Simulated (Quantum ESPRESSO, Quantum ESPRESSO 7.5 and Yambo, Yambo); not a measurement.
**ZnWO4 (P2/c): G0W0 with Yambo, start to end**

Wanted: ground state, empty states, screening and self-energy for ZnWO4 (P2/c).

Method: LDA and many-body steps on it, plane waves, in Quantum ESPRESSO 7.5 and Yambo 5.3.0.

**What was measured.**

- Gap 3.9 eV: direct gap from absorption edge with Urbach fit (lower value of the range); optical absorption; 300 K; bulk crystal (thin cleaved platelet of Czochralski crystal, 10-30 um thick) (“Optical absorption of divalent metal tungstates: Correlation between the band-gap energy and the cation ionic radius”, 2008, arxiv:0807.2115).

## Step 1: The starting structure

It takes space group P2/c (No. 13, monoclinic). The conventional cell has a = 4.699 Å, b = 5.729 Å, c = 4.937 Å, α = 90.00°, β = 90.61°, γ = 90.00°. Nearest to Zn lie 6 O at 2.04 to 2.23 Å. Nearest to W lie 6 O at 1.79 to 2.13 Å. Nearest to O lie 2 W at 1.90 to 2.13 Å and 1 Zn at 2.04 Å. O has 1 W at 1.79 Å and 2 Zn at 2.07 to 2.23 Å nearest. Farther neighbours and most contacts between anions are not listed.

Geometry: measured (diffraction); atoms relaxed with LDA. The runs that relaxed it are not among those shown. Spin-orbit coupling is left out unless a step names it.

## Step 2: Ground state

This step: Quantum ESPRESSO 7.5; DFT, LDA, plane waves, norm-conserving pseudopotentials.

The ground-state density comes first.

File pw.in:

```
&control
  calculation = 'scf'
  prefix = 'x'
  outdir = 'o'
  pseudo_dir = 'pseudo'
/
&system
  ibrav = 0
  nat = 12
  ntyp = 3
  ecutwfc = 72.0
  nbnd = 68
  force_symmorphic = .true.
/
&electrons
  conv_thr = 1e-10
  electron_maxstep = 80
  mixing_beta = 0.5
/
ATOMIC_SPECIES
  Zn 65.38 Zn.upf
  W 183.84 W.upf
  O 15.999 O.upf
CELL_PARAMETERS angstrom
  4.6986000000 -0.0000000000 0.0000000000
  -0.0000000000 5.7293000000 -0.0000000000
  -0.0529884090 -0.0000000000 4.9364156144
ATOMIC_POSITIONS crystal
  Zn 0.5000000000 0.6783662714 0.2500000000
  Zn 0.5000000000 0.3216337286 0.7500000000
  W 0.0000000000 0.1797176915 0.2500000000
  W 0.0000000000 0.8202823085 0.7500000000
  O 0.2127134037 0.1077526921 0.9345085621
  O 0.7872865928 0.1077526921 0.5654914111
  O 0.7872865928 0.8922473079 0.0654914111
  O 0.2127134037 0.8922473079 0.4345085621
  O 0.2578447892 0.3714211883 0.4017484683
  O 0.7421552072 0.3714211883 0.0982515050
  O 0.7421552072 0.6285788117 0.5982515050
  O 0.2578447892 0.6285788117 0.9017484683
K_POINTS automatic
  4 4 4 0 0 0
```

Command:

```bash
OMP_NUM_THREADS=1 mpirun -n 8 pw.x -nk 8 -in pw.in > pw.out
```

Log:

```text
Program PWSCF v.7.5 starts

     This program is part of the open-source Quantum ESPRESSO suite
     for quantum simulation of materials; please cite
         "P. Giannozzi et al., J. Phys.:Condens. Matter 21 395502 (2009);
         "P. Giannozzi et al., J. Phys.:Condens. Matter 29 465901 (2017);
         "P. Giannozzi et al., J. Chem. Phys. 152 154105 (2020);
     in publications or presentations arising from this work. More details at
     Message from routine setup:
     using ibrav=0 with symmetry is DISCOURAGED, use correct ibrav instead

     G-vector sticks info

     bravais-lattice index     =            0
     lattice parameter (alat)  =       8.8791  a.u.
     unit-cell volume          =     896.7644 (a.u.)^3
     number of atoms/cell      =           12
     number of atomic types    =            3
     number of electrons       =       116.00
     number of Kohn-Sham states=           68
     kinetic-energy cutoff     =      72.0000  Ry
     charge density cutoff     =     288.0000  Ry
     scf convergence threshold =      1.0E-10
     mixing beta               =       0.5000
     number of iterations used =            8  plain     mixing
     Exchange-correlation= SLA  PW   NOGX NOGC
                           (   1   4   0   0   0   0   0)

     celldm(1)=   8.879067  celldm(2)=   0.000000  celldm(3)=   0.000000
     celldm(4)=   0.000000  celldm(5)=   0.000000  celldm(6)=   0.000000

     crystal axes: (cart. coord. in units of alat)
               a(1) = (   1.000000  -0.000000   0.000000 )
               a(2) = (  -0.000000   1.219363  -0.000000 )
               a(3) = (  -0.011277  -0.000000   1.050614 )

     reciprocal axes: (cart. coord. in units 2 pi/alat)
               b(1) = (  1.000000  0.000000  0.010734 )
               b(2) = (  0.000000  0.820100  0.000000 )
               b(3) = (  0.000000  0.000000  0.951824 )
     Pseudo is Norm-conserving + core correction, Zval = 20.0
     Generated using ONCVPSP code by D. R. Hamann
     Using radial grid of 1296 points,  6 beta functions with:
     Pseudo is Norm-conserving + core correction, Zval = 14.0
     Generated using ONCVPSP code by D. R. Hamann
     Using radial grid of 1380 points,  8 beta functions with:
     Pseudo is Norm-conserving + core correction, Zval =  6.0
     Generated using ONCVPSP code by D. R. Hamann
     Using radial grid of  926 points,  5 beta functions with:
     Zn               20.00    65.38000     Zn( 1.00)
     W                14.00   183.84000     W ( 1.00)
     O                 6.00    15.99900     O ( 1.00)

      2 Sym. Ops., with inversion, found

   Cartesian axes

     site n.     atom                  positions (alat units)
         1        Zn     tau(   1) = (   0.4971806   0.8271749   0.2626535  )
         2        Zn     tau(   2) = (   0.4915419   0.3921883   0.7879606  )
         3        W      tau(   3) = (  -0.0028194   0.2191411   0.2626535  )
         4        W      tau(   4) = (  -0.0084581   1.0002221   0.7879606  )
         5        O      tau(   5) = (   0.2021745   0.1313897   0.9818079  )
         6        O      tau(   6) = (   0.7809093   0.1313897   0.5941133  )
         7        O      tau(   7) = (   0.7865480   1.0879735   0.0688062  )
         8        O      tau(   8) = (   0.2078132   1.0879735   0.4565008  )
         9        O      tau(   9) = (   0.2533141   0.4528973   0.4220826  )
        10        O      tau(  10) = (   0.7410472   0.4528973   0.1032244  )
        11        O      tau(  11) = (   0.7354084   0.7664659   0.6285315  )
        12        O      tau(  12) = (   0.2476753   0.7664659   0.9473897  )

     number of k points=    36
                       cart. coord. in units 2pi/alat
        k(    1) = (   0.0000000   0.0000000   0.0000000), wk =   0.0312500
        k(    2) = (   0.0000000   0.0000000   0.2379561), wk =   0.0625000
        k(    3) = (   0.0000000   0.0000000  -0.4759121), wk =   0.0312500
        k(    4) = (   0.0000000   0.2050250   0.0000000), wk =   0.0625000
        k(    5) = (   0.0000000   0.2050250   0.2379561), wk =   0.0625000
        k(    6) = (   0.0000000   0.2050250  -0.4759121), wk =   0.0625000
        k(    7) = (   0.0000000  -0.4100501   0.0000000), wk =   0.0312500
        k(    8) = (   0.0000000  -0.4100501   0.2379561), wk =   0.0625000
        k(    9) = (   0.0000000  -0.4100501  -0.4759121), wk =   0.0312500
        k(   10) = (   0.2500000   0.0000000   0.0026835), wk =   0.0625000
     [... 24 further rows ...]
        k(   35) = (  -0.2500000   0.2050250   0.2352725), wk =   0.0625000
        k(   36) = (   0.5000000   0.2050250  -0.2325890), wk =   0.0625000

     Dense  grid:    73983 G-vectors     FFT dimensions: (  48,  60,  54)

     Initial potential from superposition of free atoms

     starting charge     115.9989, renormalised to     116.0000
     Starting wfcs are   72 randomized atomic wfcs

     per-process dynamical memory:   125.1 Mb

     Self-consistent Calculation

     iteration #  1     ecut=    72.00 Ry     beta= 0.50

     total energy              =   -1402.35674798 Ry
     estimated scf accuracy    <       4.08727097 Ry

     iteration #  2     ecut=    72.00 Ry     beta= 0.50

     total energy              =   -1402.82340769 Ry
     estimated scf accuracy    <       5.69010254 Ry

     iteration #  3     ecut=    72.00 Ry     beta= 0.50

     total energy              =   -1403.92781401 Ry
     estimated scf accuracy    <       0.49197198 Ry

     iteration #  4     ecut=    72.00 Ry     beta= 0.50

     total energy              =   -1403.97944994 Ry
     estimated scf accuracy    <       0.05601579 Ry

     iteration #  5     ecut=    72.00 Ry     beta= 0.50

     total energy              =   -1403.98342401 Ry
     estimated scf accuracy    <       0.00716921 Ry

     iteration #  6     ecut=    72.00 Ry     beta= 0.50

     total energy              =   -1403.98492450 Ry
     estimated scf accuracy    <       0.00304949 Ry

     iteration #  7     ecut=    72.00 Ry     beta= 0.50

     total energy              =   -1403.98527112 Ry
     estimated scf accuracy    <       0.00006306 Ry

     iteration #  8     ecut=    72.00 Ry     beta= 0.50

     total energy              =   -1403.98530434 Ry
     estimated scf accuracy    <       0.00003330 Ry

     iteration #  9     ecut=    72.00 Ry     beta= 0.50

     total energy              =   -1403.98530652 Ry
     estimated scf accuracy    <       0.00000231 Ry

     iteration # 10     ecut=    72.00 Ry     beta= 0.50

     total energy              =   -1403.98530697 Ry
     estimated scf accuracy    <       0.00000027 Ry

     iteration # 11     ecut=    72.00 Ry     beta= 0.50

     total energy              =   -1403.98530700 Ry
     estimated scf accuracy    <       0.00000013 Ry

     iteration # 12     ecut=    72.00 Ry     beta= 0.50

     total energy              =   -1403.98530702 Ry
     estimated scf accuracy    <          8.2E-10 Ry

     iteration # 13     ecut=    72.00 Ry     beta= 0.50

     total energy              =   -1403.98530702 Ry
     estimated scf accuracy    <          3.5E-10 Ry

     iteration # 14     ecut=    72.00 Ry     beta= 0.50

     End of self-consistent calculation

          k = 0.0000 0.0000 0.0000 (  9239 PWs)   bands (ev):

  -113.1984-113.1983 -67.8216 -67.8209 -67.8130 -67.8120 -67.8060 -67.8058
   -65.0509 -65.0427 -29.4399 -29.3932 -29.3719 -29.3051 -29.2953 -29.2552
    -8.9754  -7.6510  -7.4544  -7.2972  -7.2566  -7.2411  -6.8910  -6.7208
     2.7541   3.0017   3.3031   3.5108   3.7894   3.8911   3.9550   4.1404
     4.3831   4.7148   4.7592   4.9138   4.9385   5.1273   5.2548   5.3754
     5.3924   5.4772   6.1053   6.2078   6.3300   6.8216   6.8428   7.0052
     7.1924   7.3493   7.6374   7.8957   8.0341   8.2066   8.3390   8.6779
     8.7793   8.8234  12.5046  12.8981  12.9198  12.9260  13.6717  13.8668
    14.5007  16.3032  17.2244  17.5783

          k = 0.0000 0.0000 0.2380 (  9239 PWs)   bands (ev):

  -113.1984-113.1984 -67.8215 -67.8211 -67.8127 -67.8121 -67.8060 -67.8058
   -65.0497 -65.0439 -29.4378 -29.4065 -29.3632 -29.3248 -29.2752 -29.2541
    -8.7503  -7.6823  -7.5515  -7.5426  -7.1668  -7.1160  -6.9613  -6.7619
     2.9037   3.0214   3.3546   3.6155   3.6725   3.8444   3.9051   3.9490
[...]
15.1869  16.2150  16.7034  17.6706

          k = 0.0000 0.0000-0.4759 (  9224 PWs)   bands (ev):

  -113.1984-113.1984 -67.8213 -67.8213 -67.8124 -67.8124 -67.8059 -67.8059
[...]
2.8722   2.8722   3.4391   3.4391   3.8494   3.8494   4.2762   4.2762
     4.4658   4.4658   4.7685   4.7685   4.8551   4.8551   5.4599   5.4599
     5.7219   5.7219   5.8739   5.8739   6.3768   6.3768   6.8907   6.8907
     7.2392   7.2393   7.7310   7.7310   8.3361   8.3361   8.5560   8.5560
     8.9396   8.9396  12.4680  12.4680  12.9419  12.9419  13.2900  13.2900
    15.9164  15.9164  17.1697  17.1697

          k = 0.0000 0.2050 0.0000 (  9243 PWs)   bands (ev):

     [... further k-points ...]

     highest occupied, lowest unoccupied level (ev):     9.0602   11.9868

!    total energy              =   -1403.98530702 Ry
     estimated scf accuracy    <          3.3E-11 Ry

     The total energy is the sum of the following terms:
     one-electron contribution =    -788.18365020 Ry
     hartree contribution      =     445.39432755 Ry
     xc contribution           =    -220.06915642 Ry
     ewald contribution        =    -841.12682795 Ry

     convergence has been achieved in  14 iterations

     XML data file, charge density, pseudopotentials, collected wavefunctions

=------------------------------------------------------------------------------=
   JOB DONE.
=------------------------------------------------------------------------------=
```

Elapsed: 74 s, on 8 MPI ranks of Arm Neoverse V2, shared host; peak memory 1.5 GiB.

Numbers from this step:

```
total energy               : -19102.1932 eV
gap                        : 2.927 eV
k of the valence top       : 0, 0.25, -0.25
k of the conduction bottom : 0, -0.5, 0
least direct gap           : 2.942 eV
```

The gap is indirect, with the least direct gap 0.015 eV higher.

[end of part 1 of 3]

[Paths, hosts, dates, memory and timing lines, banners, echoed tables and standing remarks are left out of the program output.]

[Logs are printed without paths, hosts, clocks, repeated set-up lines and the standing remarks that a program may print on its own settings, such as how far it seeks lower states.]

[Runs of the session that timed out or met a known fault of the program may be left out.]

[Hosts, paths, dates, database ids (printed as entryN), source tags and the programs' standing remarks are cut or masked in the printed files.]
